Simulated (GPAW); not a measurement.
# Work function of Sc2NS2 MXene monolayer at several levels, part 2 of 2

How far do functional and basis move the work function of Sc2NS2 MXene monolayer?

GPAW 26.7.0; GPAW, PAW setups; layer in a repeated cell with vacuum, relaxation of atoms and in-plane cell (the session's first sound run).

So far, upper work function (eV): step 3 (the slab's potential, PBE, GPAW) 6.80; step 4 (self-consistent run: xc = "vdW-DF2", GPAW, PAW setups, GPAW) 7.19; step 5 (OptPBE vdW: xc = "optPBE-vdW", GPAW, PAW setups, GPAW) 7.02; step 6 (self-consistent run: xc = "RPBE") 6.73; step 7 (self-consistent run: xc = "revPBE") 6.72.

## (8) Self-consistent run: xc = "LDA"

Level of this step: GPAW, PAW setups; slab in vacuum (GPAW).

The same geometry under LDA, to see how far the functional moves the levels against the vacuum.

run.py reads:

```python
import json
import numpy as np
from ase import Atoms
from gpaw import GPAW, PW

slab = Atoms(
    ['S', 'Sc', 'N', 'Sc', 'S'],
    positions=[
        [-0.00000, 1.90707, 9.00000],
        [1.65157, 0.95354, 10.67506],
        [-0.00000, 0.00000, 11.95423],
        [-0.00000, 1.90707, 13.23340],
        [1.65157, 0.95354, 14.90846]],
    cell=[[3.30314, -0.0, 0.0], [-1.65157, 2.86061, 0.0], [0.0, 0.0, 23.9085]],
    pbc=[True, True, False])

slab.calc = GPAW(mode=PW(500), xc='LDA', kpts={'size': (12, 12, 1), 'gamma': True},
                 occupations={'name': 'fermi-dirac', 'width': 0.05}, nbands='160%',
                 convergence={'density': 1e-05}, maxiter=200,
                 poissonsolver={'dipolelayer': 'xy'},
                 symmetry={'tolerance': 1e-3}, txt='slab.txt')
result = {}
energy = slab.get_potential_energy()
fermi = slab.calc.get_fermi_level()
v = slab.calc.get_electrostatic_potential().mean((0, 1)) - fermi
n = slab.calc.get_pseudo_density().mean((0, 1))
L = slab.cell[2, 2]
z = np.arange(len(v)) * L / len(v)
low, high = slab.positions[:, 2].min(), slab.positions[:, 2].max()
below, above = np.interp([low - 6.8, high + 6.8], z, v)
slopes = [np.interp(x, z, np.gradient(v, z)) for x in (low - 6.8, high + 6.8)]
eps = np.array([[slab.calc.get_eigenvalues(k, s) for k in range(len(slab.calc.get_ibz_k_points()))]
                for s in range(slab.calc.get_number_of_spins())]) - fermi
top, bottom = eps[eps < 0].max(), eps[eps > 0].min()
dipole = slab.get_dipole_moment()[2]
print(f'energy {energy:.4f} eV, Fermi level {fermi:.4f} eV, dipole {dipole:.5f} e A')
print(f'potential 6.8 A off the faces, from the Fermi level: lower {below:.4f} eV, upper {above:.4f} eV')
print(f'slope of the potential there: lower {slopes[0]:.5f}, upper {slopes[1]:.5f} eV/A')
print(f'nearest levels on the mesh: {top:.4f} and {bottom:.4f} eV')
print('magnetic moment', round(slab.get_magnetic_moment(), 3))
result.update(energy=energy, fermi=fermi, dipole=dipole, below=below, above=above, slopes=slopes, edges=[top, bottom],
              z=z.tolist(), v=v.tolist(), n=n.tolist(), positions=slab.positions.tolist(),
              forces=slab.get_forces(apply_constraint=False).tolist(), moments=slab.get_magnetic_moments().tolist())
json.dump(result, open('result.json', 'w'))
```

Run with:

```bash
> OMP_NUM_THREADS=1 OPENBLAS_NUM_THREADS=1 python run.py
```

What it wrote:

```text
energy -35.8135 eV, Fermi level -2.4101 eV, dipole -0.00057 e A
potential 6.8 A off the faces, from the Fermi level: lower 6.9798 eV, upper 6.9907 eV
slope of the potential there: lower -0.00007, upper 0.00007 eV/A
nearest levels on the mesh: -0.0114 and 0.0578 eV
magnetic moment 0.0
```

It took 82 s on 1 thread of Arm Neoverse V1, shared host; peak memory 0.28 GiB.

Numbers from this step:

- dipole along the normal: -5.67e-4 e·Å
- levels nearest the Fermi level on the mesh: -0.01138, 0.05778 eV from the Fermi level
- upper work function: 6.991 eV
- lower work function: 6.980 eV

Electrostatic potential energy of an electron (without an applied field's), less the Fermi level, planar mean against z:

| z (Å) | electrostatic potential energy of an electron (without an applied field's), less the Fermi level, planar mean (eV) |
| --- | --- |
| 0.0 | 6.99 |
| 0.5 | 6.98 |
| 1.0 | 6.98 |
| 1.5 | 6.98 |
| 2.0 | 6.98 |
| 2.5 | 6.98 |
| 3.0 | 6.98 |
| 3.5 | 6.98 |
| 4.0 | 6.98 |
| 4.5 | 6.98 |
| 5.0 | 6.98 |
| 5.5 | 6.98 |
| 6.0 | 6.98 |
| 6.5 | 6.96 |
| 7.0 | 6.90 |
| 7.5 | 6.58 |
| 8.0 | 4.96 |
| 8.5 | -2.19 |
| 9.0 | -15.6 |
| 9.5 | -4.67 |
| 10.0 | -3.47 |
| 10.5 | -12.3 |
| 11.0 | -9.66 |
| 11.5 | -3.72 |
| 12.0 | -9.32 |
| 12.5 | -3.79 |
| 13.0 | -11.4 |
| 13.5 | -10.8 |
| 14.0 | -2.60 |
| 14.5 | -6.64 |
| 15.0 | -14.6 |
| 15.5 | -0.0632 |
| 16.0 | 5.49 |
| 16.5 | 6.69 |
| 17.0 | 6.93 |
| 17.5 | 6.98 |
| 18.0 | 6.99 |
| 18.5 | 6.99 |
| 19.0 | 6.99 |
| 19.5 | 6.99 |
| 20.0 | 6.99 |
| 20.5 | 6.99 |
| 21.0 | 6.99 |
| 21.5 | 6.99 |
| 22.0 | 6.99 |
| 22.5 | 6.99 |
| 23.0 | 6.99 |
| 23.5 | 6.99 |

The upper face's work function is 6.991 eV, against 6.800 eV in the first plane-wave PBE run at this geometry.

## (9) Real-space grid: mode = "fd"

A real-space grid is a second complete basis, so it checks the plane-wave result.

Edit run.py of step 8 so:

```diff
@@ -3,3 +3,3 @@
 from ase import Atoms
-from gpaw import GPAW, PW
+from gpaw import GPAW
 
@@ -16,3 +16,3 @@
 
-slab.calc = GPAW(mode=PW(500), xc='LDA', kpts={'size': (12, 12, 1), 'gamma': True},
+slab.calc = GPAW(mode='fd', h=0.18, xc='PBE', kpts={'size': (12, 12, 1), 'gamma': True},
                  occupations={'name': 'fermi-dirac', 'width': 0.05}, nbands='160%',
```

What it wrote:

```text
energy -32.9451 eV, Fermi level -6.7940 eV, dipole -0.00057 e A
potential 6.8 A off the faces, from the Fermi level: lower 6.7885 eV, upper 6.7995 eV
slope of the potential there: lower -0.00000, upper 0.00000 eV/A
nearest levels on the mesh: -0.0193 and 0.0628 eV
magnetic moment 0.0
```

The job ended after 3.4 min (1 thread; peak memory 0.69 GiB).

Numbers from this step:

- dipole along the normal: -5.74e-4 e·Å
- levels nearest the Fermi level on the mesh: -0.01934, 0.06284 eV from the Fermi level
- upper work function: 6.799 eV
- lower work function: 6.789 eV

The upper face's work function is 6.799 eV, against 6.800 eV in the first plane-wave PBE run at this geometry.

## (10) Atomic orbitals: mode = "lcao"

Atom-centred orbitals end a few angstrom from the surface, which tests how much the density's tail matters.

Edit run.py of step 9 so:

```diff
@@ -16,4 +16,4 @@
 
-slab.calc = GPAW(mode='fd', h=0.18, xc='PBE', kpts={'size': (12, 12, 1), 'gamma': True},
-                 occupations={'name': 'fermi-dirac', 'width': 0.05}, nbands='160%',
+slab.calc = GPAW(mode='lcao', basis='dzp', h=0.18, xc='PBE', kpts={'size': (12, 12, 1), 'gamma': True},
+                 occupations={'name': 'fermi-dirac', 'width': 0.05}, nbands='120%',
                  convergence={'density': 1e-05}, maxiter=200,
```

What it wrote:

```text
energy -31.7035 eV, Fermi level -6.8003 eV, dipole -0.00057 e A
potential 6.8 A off the faces, from the Fermi level: lower 6.7949 eV, upper 6.8058 eV
slope of the potential there: lower 0.00000, upper 0.00000 eV/A
nearest levels on the mesh: -0.0146 and 0.0637 eV
magnetic moment 0.0
```

Run time: 4.1 min. Hardware: 1 thread; peak memory 0.32 GiB.

Numbers from this step:

| Property | Result |
| --- | --- |
| dipole along the normal | -5.75e-4 e·Å |
| levels nearest the Fermi level on the mesh | -0.01464, 0.06370 eV from the Fermi level |
| upper work function | 6.806 eV |
| lower work function | 6.795 eV |

The upper face's work function is 6.806 eV, against 6.800 eV in the first plane-wave PBE run at this geometry.

## (11) The ladder

Times are for 1 thread of Arm Neoverse V1, shared host. The runs compared:

| no. | run | upper work function (eV) | lower work function (eV) | time | memory (GiB) |
| --- | --- | --- | --- | --- | --- |
| 1 | pw | 6.800 | 6.789 | 84 s | 0.28 |
| 2 | vdW DF2 | 7.186 | 7.175 | 1.7 min | 0.48 |
| 3 | optPBE vdW | 7.023 | 7.012 | 95 s | 0.48 |
| 4 | RPBE | 6.728 | 6.717 | 84 s | 0.28 |
| 5 | revPBE | 6.722 | 6.711 | 84 s | 0.28 |
| 6 | LDA | 6.991 | 6.980 | 82 s | 0.28 |
| 7 | fd | 6.799 | 6.789 | 3.4 min | 0.69 |
| 8 | lcao | 6.806 | 6.795 | 4.1 min | 0.32 |

## (12) Side by side

Results and costs are gathered.

This step: comparison of work functions, dipole and cost (GPAW 26.7.0).

Ladder, by row:

| step | code | work function, upper (eV) | work function, lower (eV) | dipole (e Å) | wall time (s) | peak memory (GiB) | threads |
| --- | --- | --- | --- | --- | --- | --- | --- |
| pw | GPAW | 6.8 | 6.789 | -5.66e-4 | 83.75 | 0.28 | 1 |
| vdW-DF2 | GPAW | 7.186 | 7.175 | -5.66e-4 | 102.4 | 0.48 | 1 |
| optPBE-vdW | GPAW | 7.023 | 7.012 | -5.66e-4 | 94.84 | 0.48 | 1 |
| RPBE | GPAW | 6.728 | 6.717 | -5.66e-4 | 84.14 | 0.28 | 1 |
| revPBE | GPAW | 6.722 | 6.711 | -5.66e-4 | 83.76 | 0.28 | 1 |
| LDA | GPAW | 6.991 | 6.98 | -5.67e-4 | 82.34 | 0.28 | 1 |
| fd | GPAW | 6.799 | 6.789 | -5.74e-4 | 204.2 | 0.69 | 1 |
| lcao | GPAW | 6.806 | 6.795 | -5.75e-4 | 243.8 | 0.32 | 1 |

## (13) Summary of results

```yaml
work_function_upper_and_lower_face: 6.800 and 6.789 eV
dipole_along_the_normal: -5.7e-4 e Å
```

With plane waves and PBE the work function is 6.80 eV on the upper face and 6.79 eV on the lower. Over the sound runs of the table the upper face's work function spans 6.722 (revPBE) to 7.186 eV (vdW-DF2). The starting lattice was a guess from atomic radii; the relaxation moved it by 5 %. The small printed dipole stands for a step of 11 meV from the lower to the upper face, and the probes find 11 meV; values this small are near the numerical noise of both. The cell holds an odd number of electrons, so without spin polarisation it must come out metallic and without a moment, whatever its true state. The layer's cell and atoms come from the relaxation; spin-orbit coupling and temperature are left out.

[Logs are printed without paths, hosts, clocks, repeated set-up lines and the standing remarks that a program may print on its own settings, such as how far it seeks lower states.]

[Hosts, paths, dates, database ids (printed as entryN), source tags and the programs' standing remarks are cut or masked in the printed files.]
